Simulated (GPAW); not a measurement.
# Work function of 2H-NbTe2 monolayer at several levels, part 2 of 2

How far do functional and basis move the work function of 2H-NbTe2 monolayer?

GPAW 26.7.0; GPAW, PAW setups; layer in a repeated cell with vacuum, relaxation of atoms and in-plane cell (the session's first sound run).

So far, upper work function (eV): step 3 (plane waves, PBE) 5.03; step 5 (LDA) 5.30; step 6 (revPBE) 4.92; step 7 (GPAW, PAW setups) 5.23; step 8 (RPBE) 4.92.

**9. Real-space grid: mode = "fd"**

Level of this step: GPAW, PAW setups; slab in vacuum (GPAW).

A real-space grid is a second complete basis, so it checks the plane-wave result.

run.py

```python
import json
import numpy as np
from ase import Atoms
from gpaw import GPAW

slab = Atoms(
    ['Te', 'Nb', 'Te'],
    positions=[
        [-0.00000, 2.12539, 7.00000],
        [-0.00000, -0.00000, 8.84159],
        [-0.00000, 2.12539, 10.68319]],
    cell=[[3.68128, 0.0, 0.0], [-1.84064, 3.18809, 0.0], [0.0, 0.0, 17.6832]],
    pbc=[True, True, False])

slab.calc = GPAW(mode='fd', h=0.18, xc='PBE', kpts={'size': (9, 9, 1), 'gamma': True},
                 occupations={'name': 'fermi-dirac', 'width': 0.05}, nbands='160%',
                 convergence={'density': 1e-05}, maxiter=200,
                 poissonsolver={'dipolelayer': 'xy'},
                 symmetry={'tolerance': 1e-3}, txt='slab.txt')
result = {}
energy = slab.get_potential_energy()
fermi = slab.calc.get_fermi_level()
v = slab.calc.get_electrostatic_potential().mean((0, 1)) - fermi
n = slab.calc.get_pseudo_density().mean((0, 1))
L = slab.cell[2, 2]
z = np.arange(len(v)) * L / len(v)
low, high = slab.positions[:, 2].min(), slab.positions[:, 2].max()
below, above = np.interp([low - 4.8, high + 4.8], z, v)
slopes = [np.interp(x, z, np.gradient(v, z)) for x in (low - 4.8, high + 4.8)]
eps = np.array([[slab.calc.get_eigenvalues(k, s) for k in range(len(slab.calc.get_ibz_k_points()))]
                for s in range(slab.calc.get_number_of_spins())]) - fermi
top, bottom = eps[eps < 0].max(), eps[eps > 0].min()
dipole = slab.get_dipole_moment()[2]
print(f'energy {energy:.4f} eV, Fermi level {fermi:.4f} eV, dipole {dipole:.5f} e A')
print(f'potential 4.8 A off the faces, from the Fermi level: lower {below:.4f} eV, upper {above:.4f} eV')
print(f'slope of the potential there: lower {slopes[0]:.5f}, upper {slopes[1]:.5f} eV/A')
print(f'nearest levels on the mesh: {top:.4f} and {bottom:.4f} eV')
print('magnetic moment', round(slab.get_magnetic_moment(), 3))
result.update(energy=energy, fermi=fermi, dipole=dipole, below=below, above=above, slopes=slopes, edges=[top, bottom],
              z=z.tolist(), v=v.tolist(), n=n.tolist(), positions=slab.positions.tolist(),
              forces=slab.get_forces(apply_constraint=False).tolist(), moments=slab.get_magnetic_moments().tolist())
json.dump(result, open('result.json', 'w'))
```

Command:

```bash
$ OMP_NUM_THREADS=1 OPENBLAS_NUM_THREADS=1 python run.py
```

The program printed:

```text
energy -18.0550 eV, Fermi level -5.0276 eV, dipole -0.00017 e A
potential 4.8 A off the faces, from the Fermi level: lower 5.0263 eV, upper 5.0288 eV
slope of the potential there: lower -0.00026, upper 0.00026 eV/A
nearest levels on the mesh: -0.0264 and 0.0334 eV
magnetic moment 0.0
```

The job ended after 43 s (1 thread of Intel Xeon Platinum 8488C (Sapphire Rapids), shared host; peak memory 0.34 GiB).

Numbers from this step:

* dipole along the normal: -1.65e-4 e·Å
* levels nearest the Fermi level on the mesh: -0.02643, 0.03344 eV from the Fermi level
* upper work function: 5.029 eV
* lower work function: 5.026 eV

The upper face's work function is 5.029 eV, against 5.026 eV in the first plane-wave PBE run at this geometry.

**10. Atomic orbitals: mode = "lcao"**

Atom-centred orbitals end a few angstrom from the surface, which tests how much the density's tail matters.

run.py: that of step 9 with these lines changed.

```diff
@@ -14,4 +14,4 @@
 
-slab.calc = GPAW(mode='fd', h=0.18, xc='PBE', kpts={'size': (9, 9, 1), 'gamma': True},
-                 occupations={'name': 'fermi-dirac', 'width': 0.05}, nbands='160%',
+slab.calc = GPAW(mode='lcao', basis='dzp', h=0.18, xc='PBE', kpts={'size': (9, 9, 1), 'gamma': True},
+                 occupations={'name': 'fermi-dirac', 'width': 0.05}, nbands='120%',
                  convergence={'density': 1e-05}, maxiter=200,
```

The program printed:

```text
energy -17.0214 eV, Fermi level -4.9757 eV, dipole -0.00017 e A
potential 4.8 A off the faces, from the Fermi level: lower 4.9745 eV, upper 4.9770 eV
slope of the potential there: lower -0.00000, upper 0.00000 eV/A
nearest levels on the mesh: -0.0261 and 0.0333 eV
magnetic moment 0.0
```

Run time: 58 s. Hardware: 1 thread; peak memory 0.25 GiB.

This step gave:

| Item | Value |
| --- | --- |
| levels nearest the Fermi level on the mesh | -0.02610, 0.03330 eV from the Fermi level |
| upper work function | 4.977 eV |
| lower work function | 4.975 eV |

Table of electrostatic potential energy of an electron (without an applied field's), less the Fermi level, planar mean by z:

z (Å), electrostatic potential energy of an electron (without an applied field's), less the Fermi level, planar mean (eV) and a bar from the least value:
```
      0.0        5.0 ##############################
      0.5        5.0 ##############################
      1.0        5.0 ##############################
      1.5        5.0 ##############################
      2.0        5.0 ##############################
      2.5        5.0 ##############################
      3.0        5.0 ##############################
      3.5        5.0 ##############################
      4.0        5.0 ##############################
      4.5        5.0 ##############################
      5.0        4.8 ##############################
      5.5        4.2 #############################
      6.0        1.4 #########################
      6.5       -7.7 ##############
      7.0      -18.4 
      7.5       -8.9 ############
      8.0       -3.9 ###################
      8.5      -11.5 #########
      9.0      -14.9 #####
      9.5       -5.5 #################
     10.0       -5.4 #################
     10.5      -16.6 ##
     11.0      -13.0 #######
     11.5       -0.9 #######################
     12.0        3.6 ############################
     12.5        4.7 ##############################
     13.0        4.9 ##############################
     13.5        5.0 ##############################
     14.0        5.0 ##############################
     14.5        5.0 ##############################
     15.0        5.0 ##############################
     15.5        5.0 ##############################
     16.0        5.0 ##############################
     16.5        5.0 ##############################
     17.0        5.0 ##############################
     17.5        5.0 ##############################
```

The upper face's work function is 4.977 eV, against 5.026 eV in the first plane-wave PBE run at this geometry.

**11. Cost and result by level**

Times are for 1 thread of Intel Xeon Platinum 8488C (Sapphire Rapids), shared host. Results by setting:

```tsv
no.	run	upper work function (eV)	lower work function (eV)	time	memory (GiB)
1	pw	5.026	5.023	14 s	0.19
2	vdW DF2	5.326	5.323	23 s	0.33
3	LDA	5.301	5.298	13 s	0.18
4	revPBE	4.924	4.921	14 s	0.19
5	optPBE vdW	5.227	5.225	22 s	0.33
6	RPBE	4.920	4.917	14 s	0.19
7	fd	5.029	5.026	43 s	0.34
8	lcao	4.977	4.975	58 s	0.25
```

**12. Side by side**

Results and costs are gathered.

This step: comparison of work functions, dipole and cost (GPAW 26.7.0).

Ladder, by row:

```tsv
step	code	work function, upper (eV)	work function, lower (eV)	dipole (e Å)	wall time (s)	peak memory (GiB)	threads
pw	GPAW	5.026	5.023	-6.65e-4	14.09	0.19	1
vdW-DF2	GPAW	5.326	5.323	-6.63e-4	23.41	0.33	1
LDA	GPAW	5.301	5.298	-6.74e-4	12.99	0.18	1
revPBE	GPAW	4.924	4.921	-6.63e-4	14.03	0.19	1
optPBE-vdW	GPAW	5.227	5.225	-6.63e-4	21.84	0.33	1
RPBE	GPAW	4.92	4.917	-6.62e-4	14.34	0.19	1
fd	GPAW	5.029	5.026	-1.65e-4	42.93	0.34	1
lcao	GPAW	4.977	4.975	-1.65e-4	57.58	0.25	1
```

**13. Outcome**

```yaml
work_function_both_faces: 5.03 eV
dipole_along_the_normal: -6.6e-4 e Å, near the numerical noise
```

In words: With plane waves and PBE the work function is 5.03 eV on the upper face and 5.02 eV on the lower. Over the sound runs of the table the upper face's work function spans 4.920 (RPBE) to 5.326 eV (vdW-DF2). The starting lattice was a guess from atomic radii; the relaxation moved it by -6 %. The small printed dipole stands for a step of 10 meV from the lower to the upper face, and the probes find 2.4 meV; values this small are near the numerical noise of both. The cell holds an odd number of electrons, so without spin polarisation it must come out metallic and without a moment, whatever its true state. The layer's cell and atoms come from the relaxation; spin-orbit coupling and temperature are left out.

[Logs are printed without paths, hosts, clocks, repeated set-up lines and the standing remarks that a program may print on its own settings, such as how far it seeks lower states.]

[Hosts, paths, dates, database ids (printed as entryN), source tags and the programs' standing remarks are cut or masked in the printed files.]
